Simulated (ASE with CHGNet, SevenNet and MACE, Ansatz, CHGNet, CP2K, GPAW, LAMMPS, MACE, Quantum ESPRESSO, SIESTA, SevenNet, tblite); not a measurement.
**Machine-learned potentials runs on amorphous 71GeO2-29Lu2O3 (mol %) (61 atoms)**

Wanted: machine-learned potentials inputs and outputs for amorphous 71GeO2-29Lu2O3 (mol %) (61 atoms), checked against a plane-wave reference.

Method: the method is named at each step, in ASE with CHGNet, SevenNet and MACE.

### 1. The structure

The cell holds 61 atoms: 12 Ge, 10 Lu and 39 O. Cell: a = 9.737 Å, b = 9.737 Å, c = 9.737 Å, α = 90.0°, β = 90.0°, γ = 90.0°. 61 atoms (12 Ge, 10 Er, 39 O) placed at random at 5.59 g/cm³, melted at 5000 K for 10 ps at fixed volume with the Morse and Coulomb pair potential with partial charges (Pedone, Malavasi, Menziani, Cormack and Segre, J. Phys. Chem. B 110, 11780 (2006)). Quenched from 5000 K to 300 K at 20 K/ps and fixed volume, held 10 ps at zero pressure, then minimised at fixed cell. Then Er was replaced by Lu and the cell scaled by 1.003 (the potential has no terms for the new elements, so the cell is a start for a DFT relaxation).

The yardstick, on the same geometry:

| Quantity | Value |
| --- | --- |
| method | Kohn-Sham DFT, PBE, PAW, plane waves (Ansatz 0.2.0); cutoff 420 eV, Γ point, fermi-dirac smearing of 0.05 eV; PAW set soft_2 |
| r.m.s. force component | 0.8796 eV/Å |
| longest force | 2.694 eV/Å |
| pressure | 0.8971 GPa |
| gap (highest filled to lowest empty level) | 2.07 eV |
| SCF cycles | 11 |
| time | 9.4 s on 8 threads of Arm Neoverse V2, shared host |
| CPU time | 64 s |

### 2. CHGNet r2SCAN potential

Method: machine-learned interatomic potential CHGNet r2SCAN, trained on r2SCAN plane-wave data.

Input file run.py:

```python
import numpy as np
from ase.io import read
import mlip  # loads the published weights by name

atoms = read("structure.xyz")
atoms.calc = mlip.calc("chgnet-r2scan")
energy = atoms.get_potential_energy()
forces = atoms.get_forces()
print(f"energy {energy:.6f} eV")
print("forces (eV/A)")
for i, (a, f) in enumerate(zip(atoms, forces)):
    print(f"{i:4d} {a.symbol:2s} {f[0]:10.5f} {f[1]:10.5f} {f[2]:10.5f}")
stress = -atoms.get_stress(voigt=False) * 160.21766
print("stress (GPa, compression positive)")
for row in stress:
    print(" ".join(f"{x:10.4f}" for x in row))
```

Input file structure.xyz:

```xyz
61
Lattice="9.73719 0.00000 0.00000 0.00000 9.73719 0.00000 0.00000 0.00000 9.73719" Properties=species:S:1:pos:R:3 pbc="T T T"
Ge 8.00796 4.97181 2.45543
Ge 9.69912 2.07276 3.17491
Ge 8.52150 4.03344 7.99774
Ge 0.29134 7.96142 5.67600
Ge 3.34443 2.33634 2.90655
Ge 6.03131 0.55823 2.69934
Ge 4.61017 3.23469 5.81057
Ge 5.85974 7.19267 3.58007
Ge 6.47669 2.92671 0.37819
Ge 7.68576 1.82923 5.55292
Ge 1.76681 5.39791 7.51945
Ge 6.83658 8.51079 6.56092
Lu 2.70168 5.40765 4.62692
Lu 8.29209 6.99802 9.05130
Lu 1.30176 1.80975 6.34543
Lu 3.28202 2.41424 8.97224
Lu 9.01732 0.68433 9.47857
Lu 5.21641 8.49482 0.19182
Lu 3.40743 5.52469 1.25464
Lu 2.21833 8.82676 8.58178
Lu 0.78151 7.48108 1.90537
Lu 5.03637 5.67795 8.12208
O 6.26033 1.45182 1.23283
O 7.29647 0.43905 6.57182
O 5.81349 7.77086 7.70747
O 4.37589 0.98560 3.03722
O 5.97377 8.57233 2.45260
O 1.20751 1.46155 8.58002
O 9.31450 1.12796 1.84267
O 8.05266 2.89156 9.28188
O 1.16924 6.48877 5.96870
O 6.79821 4.04931 1.62046
O 3.88378 3.35115 4.20101
O 5.30979 6.31058 0.45239
O 0.28287 8.33650 9.52881
O 6.13365 8.07271 5.04825
O 5.35136 3.35096 8.91508
O 1.15980 9.22716 6.49091
O 2.67675 4.56557 8.84867
O 7.36521 8.96630 9.48334
O 8.69258 2.89243 6.75138
O 1.71491 5.57191 2.67052
O 2.82651 6.81029 7.84224
O 7.00338 1.18093 3.94337
O 3.89400 0.33467 9.24741
O 8.49073 7.82296 6.58370
O 8.95919 3.65456 3.08757
O 1.69797 2.10946 3.27121
O 7.29724 5.22936 8.05480
O 4.35671 6.39928 3.44677
O 0.21928 8.11410 3.98319
O 7.13746 6.03784 3.48475
O 8.74302 6.05653 1.32066
O 0.11022 5.17064 8.20631
O 4.35983 4.88340 6.22752
O 3.54268 3.16352 1.44227
[... 1 atom lines left out ...]
O 2.81434 7.72568 0.89446
O 9.35491 1.53760 4.79508
O 1.74490 4.04483 6.32908
O 6.26812 2.88474 5.74153
```

Started as:

```
$ OMP_NUM_THREADS=1 python run.py > output.txt
```

What it wrote:

```text
CHGNet vr2scan initialized with 412,525 parameters
CHGNet will run on cpu
energy -939.097656 eV
forces (eV/A)
   0 Ge   -0.23953   -0.64244   -0.65671
   1 Ge   -0.35902    0.67912   -0.99207
   2 Ge   -0.16349    0.15113    0.36243
   3 Ge   -0.02628    0.20251   -0.24229
   4 Ge    0.29703   -0.33074   -0.37550
   5 Ge    0.01791    1.37945    1.19874
   6 Ge    0.08150   -0.73589    0.10113
   7 Ge    0.40010   -0.08483    0.53076
   8 Ge    0.39304    0.67637    0.38392
   9 Ge   -1.14488   -0.47349   -0.34528
  10 Ge   -0.10007    0.05811   -0.10564
  11 Ge    0.77075    0.10966   -1.23269
  12 Lu   -0.31510    0.00236   -0.22170
  13 Lu    0.13576    0.66895    0.30928
  14 Lu   -0.06467    0.29338    0.60352
  15 Lu    0.45354   -0.08590    0.17329
  16 Lu   -0.16174   -0.32323    1.20676
  17 Lu    0.67720    0.02089   -0.02920
  18 Lu    0.04614    0.75099    0.04537
  19 Lu   -0.24883   -0.87075    0.49988
  20 Lu    0.48219   -0.85060    0.67218
  21 Lu    0.22497   -0.23391    0.17762
  22 O     0.14291   -0.97206   -0.65387
  23 O     0.18252    0.83843    0.55569
[...]
53 O    -0.45562    0.68404    0.65372
  54 O     0.05010    1.13647    0.12657
  55 O    -0.15532    1.11272   -1.66979
  56 O    -1.28368   -0.81818    1.14285
  57 O    -0.76999   -0.64375    0.03210
  58 O     0.40387   -0.04766    1.47162
  59 O    -0.18273   -0.31846   -0.89624
  60 O     0.94574    0.23212    0.11454
stress (GPa, compression positive)
   -5.1547    -0.8744     0.1556
   -0.8744    -6.2269     0.6000
    0.1556     0.6000    -4.4541
```

Run time: 3.4 s. Hardware: 1 thread of Arm Neoverse V2, shared host; peak memory 0.85 GiB.

Banners, paths, timers and routine set-up lines are dropped from the logs unmarked, and long logs keep their key lines alone; longer cuts are marked.

Against the reference:

- r.m.s. force component: 0.728 eV/Å
- r.m.s. difference of force components: 260.7 meV/Å
- longest difference of force vectors: 894.1 meV/Å
- force difference over r.m.s. force: 29.64 %
- slope of forces against the reference's: 0.7986
- correlation of force components: 0.9649
- pressure: -5.279 GPa
- pressure difference: -6.176 GPa

Length of the force difference by element (eV/Å):

```tsv
element	atoms	mean	most
Ge	12	0.50	0.89
Lu	10	0.28	0.51
O	39	0.41	0.89
```

Local excerpt of 12 atoms (numbers count through the whole input) about Lu22, which has 7 bonded neighbours where the commonest count for Lu is 6; x, y, z are measured from there.

```tsv
atom	x	y	z	distance (Å)	bonds	Fx	Fy	Fz (eV/Å)
Lu22	0.00	0.00	0.00	0.00	7	0.22	-0.23	0.18
O55	-0.68	-0.79	-1.89	2.16	3	0.05	1.14	0.13
O34	0.27	0.63	2.07	2.18	3	-1.06	0.49	-1.05
O25	0.78	2.09	-0.41	2.27	4	-0.94	-1.02	1.36
O49	2.26	-0.45	-0.07	2.31	3	-1.04	1.28	0.04
O37	0.31	-2.33	0.79	2.48	3	-1.48	0.34	-0.64
O43	-2.21	1.13	-0.28	2.50	3	0.54	0.93	0.12
O39	-2.36	-1.11	0.73	2.71	4	1.16	-0.77	1.31
Lu19	-1.63	-0.15	2.87	3.30	6	0.05	0.75	0.05
Ge11	-3.27	-0.28	-0.60	3.34	5	-0.10	0.06	-0.11
Lu18	0.18	2.82	1.81	3.35	6	0.68	0.02	-0.03
Ge7	-0.43	-2.44	-2.31	3.39	4	0.08	-0.74	0.10
```

Atoms are counted from 1 here, from 0 in the log.

Forces lie 30 % from the reference's, at 0.052 times its CPU time (on 1 against 8 cores).

### 3. SevenNet l3i5 potential

Method: machine-learned interatomic potential SevenNet l3i5, trained on PBE(+U) plane-wave data.

Changes to run.py since step 2:

```diff
@@ -5,3 +5,3 @@
 atoms = read("structure.xyz")
-atoms.calc = mlip.calc("chgnet-r2scan")
+atoms.calc = mlip.calc("7net-l3i5")
 energy = atoms.get_potential_energy()
```

structure.xyz is that of step 2.

What it wrote:

```text
energy -434.760162 eV
forces (eV/A)
   0 Ge   -0.14191   -0.82386   -1.13507
   1 Ge   -0.67921    0.52122   -1.54395
   2 Ge   -0.56340    0.47488    0.12614
   3 Ge    0.00576    0.27694   -0.57549
   4 Ge    0.71673   -0.10127   -0.63318
   5 Ge    0.26244    1.92420    1.83744
   6 Ge    0.04961   -0.93176    0.16031
   7 Ge    0.06464   -0.35334    0.88845
   8 Ge    0.23923    1.02695    0.32883
   9 Ge   -1.70435   -0.40123   -0.59977
  10 Ge   -0.01695   -0.42149   -0.16556
  11 Ge    0.77757    0.14935   -1.36145
  12 Lu   -0.57199    0.09492   -0.28180
  13 Lu    0.10556    0.68805    0.30861
  14 Lu    0.16896    0.60796    0.67690
  15 Lu    0.43122   -0.29430    0.22152
  16 Lu   -0.27857   -0.30068    1.40045
  17 Lu    0.59441    0.27456   -0.05057
  18 Lu   -0.17967    0.83680    0.11913
  19 Lu   -0.21479   -0.76364    0.58617
  20 Lu    0.71908   -0.71675    0.92400
  21 Lu    0.32286   -0.39559    0.03043
  22 O     0.21587   -1.45575   -1.20952
  23 O     0.25851    0.85266    1.17043
[...]
53 O    -0.61467    0.86466    1.07831
  54 O     0.03807    1.30216    0.10585
  55 O    -0.10584    1.05295   -1.85979
  56 O    -1.49831   -1.16045    1.35037
  57 O    -0.76882   -0.59625   -0.01913
  58 O     0.49238   -0.26582    1.52556
  59 O     0.03420   -0.55465   -1.06202
  60 O     1.16728    0.57574    0.15650
stress (GPa, compression positive)
   -0.8362    -1.2478     0.4493
   -1.2478    -2.3270     0.9992
    0.4493     0.9992     0.5339
```

Elapsed: 8.1 s, on 1 thread; peak memory 1.1 GiB.

Numbers from this run, and their distance from the reference:

* r.m.s. force component: 0.8927 eV/Å
* r.m.s. difference of force components: 80.12 meV/Å
* longest difference of force vectors: 285.4 meV/Å
* force difference over r.m.s. force: 9.109 %
* slope of forces against the reference's: 1.011
* correlation of force components: 0.996
* pressure: -0.8764 GPa
* pressure difference: -1.774 GPa

Against the first run (30 %), the force difference from the reference is 9.1 %, at 2.4 times the CPU time.

### 4. MACE MP-0b2 small potential

Method: machine-learned interatomic potential MACE MP-0b2 small, trained on PBE(+U) plane-wave data.

Changes to run.py since step 3:

```diff
@@ -5,3 +5,3 @@
 atoms = read("structure.xyz")
-atoms.calc = mlip.calc("7net-l3i5")
+atoms.calc = mlip.calc("mace-mp-0b2-small")
 energy = atoms.get_potential_energy()
```

structure.xyz is that of step 3.

What it wrote:

```text
energy -434.858301 eV
forces (eV/A)
   0 Ge   -0.06451   -0.92445   -0.91008
   1 Ge   -0.57165    0.59321   -1.43263
   2 Ge   -0.40888    0.27355    0.20048
   3 Ge    0.05488    0.22880   -0.38751
   4 Ge    0.52398   -0.21116   -0.44887
   5 Ge    0.00755    1.74177    1.67245
   6 Ge   -0.06662   -0.88739    0.17103
   7 Ge    0.07268   -0.28898    0.60895
   8 Ge    0.29719    0.93209    0.37568
   9 Ge   -1.49206   -0.38075   -0.80427
  10 Ge   -0.36641   -0.50384   -0.34793
  11 Ge    0.83828    0.08437   -1.47341
  12 Lu   -0.34556    0.05162   -0.30956
  13 Lu    0.24023    0.48309    0.11264
  14 Lu    0.00055    0.50472    0.48393
  15 Lu    0.53450   -0.34655    0.21787
  16 Lu   -0.20226    0.04962    1.57295
  17 Lu    0.58508    0.33803    0.07866
  18 Lu   -0.08094    0.64621    0.24918
  19 Lu   -0.13380   -0.60253    0.42979
  20 Lu    0.46523   -0.89401    1.07694
  21 Lu    0.30102   -0.47779   -0.08203
  22 O     0.35664   -1.46713   -1.24574
  23 O     0.24876    0.79901    1.21693
[...]
53 O    -0.47666    1.01538    0.99519
  54 O     0.01620    1.41354    0.13305
  55 O    -0.05011    1.18854   -2.04478
  56 O    -1.58158   -1.21611    1.36021
  57 O    -0.60603   -0.53465   -0.06795
  58 O     0.42354   -0.25332    1.67492
  59 O     0.02812   -0.45850   -0.93843
  60 O     1.32315    0.48178    0.12350
stress (GPa, compression positive)
   -1.0867    -1.0051     0.2215
   -1.0051    -2.3423     0.8060
    0.2215     0.8060    -0.0375
```

Elapsed: 5.8 s, on 1 thread; peak memory 0.67 GiB.

Against the reference:

* r.m.s. force component: 0.9086 eV/Å
* r.m.s. difference of force components: 137.8 meV/Å
* longest difference of force vectors: 493.3 meV/Å
* force difference over r.m.s. force: 15.66 %
* slope of forces against the reference's: 1.021
* correlation of force components: 0.9887
* pressure: -1.155 GPa
* pressure difference: -2.053 GPa

Against the first run (30 %), the force difference from the reference is 16 %, at 1.8 times the CPU time.

### 5. All runs compared

Differences are against the plane-wave reference, forces as r.m.s. over components; share is that over the reference's r.m.s. force, slope the least-squares factor from reference forces to these. Total energies of different programs have different zeros and aren't compared.

```tsv
run	Δ force, r.m.s. (meV/Å)	share (%)	slope	Δ pressure (GPa)	cores	CPU time	memory (GiB)
reference	-	-	-	-	8	64 s	1.4
CHGNet r2SCAN potential	261	29.6	0.799	-6.18	1	3.3 s	0.85
SevenNet l3i5 potential	80.1	9.11	1.011	-1.77	1	8.1 s	1.1
MACE MP-0b2 small potential	138	15.7	1.021	-2.05	1	5.8 s	0.67
```

Times of the machine-learned potentials are mostly Python's start and the loading of weights.

CPU time is summed over cores on a shared host, where runs went side by side, so it is rough. Symmetry, cutoffs, thresholds, outputs and thread counts weren't matched or tuned between programs; memory under MPI is the largest rank's times the ranks.

### 6. Results

| Quantity | Value |
| --- | --- |
| nearest in forces | SevenNet l3i5 potential, 9.1 % |
| its CPU time | 8.1 s |

**Reading.** Machine-learned potentials differ by 9.1 % (SevenNet l3i5 potential) to 30 % (CHGNet r2SCAN potential); they were trained on other programs' data, some at another functional. Machine-learned potentials mimic data converged in k, so the reference's own k-point error enters their differences. The quench rate of 20 K/ps is many orders above laboratory rates, so the cell is likely richer in defects and strain than a real sample. The network of bonds at the start is that of the classical potential that made the cell, and needn't be the one that DFT or experiment would give. The electronic-structure runs sample only Γ, in a cell whose shortest periodic width is 10 Å. Spin–orbit coupling is left out, which matters for the levels of the heavy elements.

[Also dropped from logs without a mark: logging warnings of Python, and SIESTA's first energy breakdown and zero terms.]

[Logs are printed without paths, hosts, clocks, repeated set-up lines and the standing remarks that a program may print on its own settings, such as how far it seeks lower states.]

[Hosts, paths, dates, database ids (printed as entryN), source tags and the programs' standing remarks are cut or masked in the printed files.]
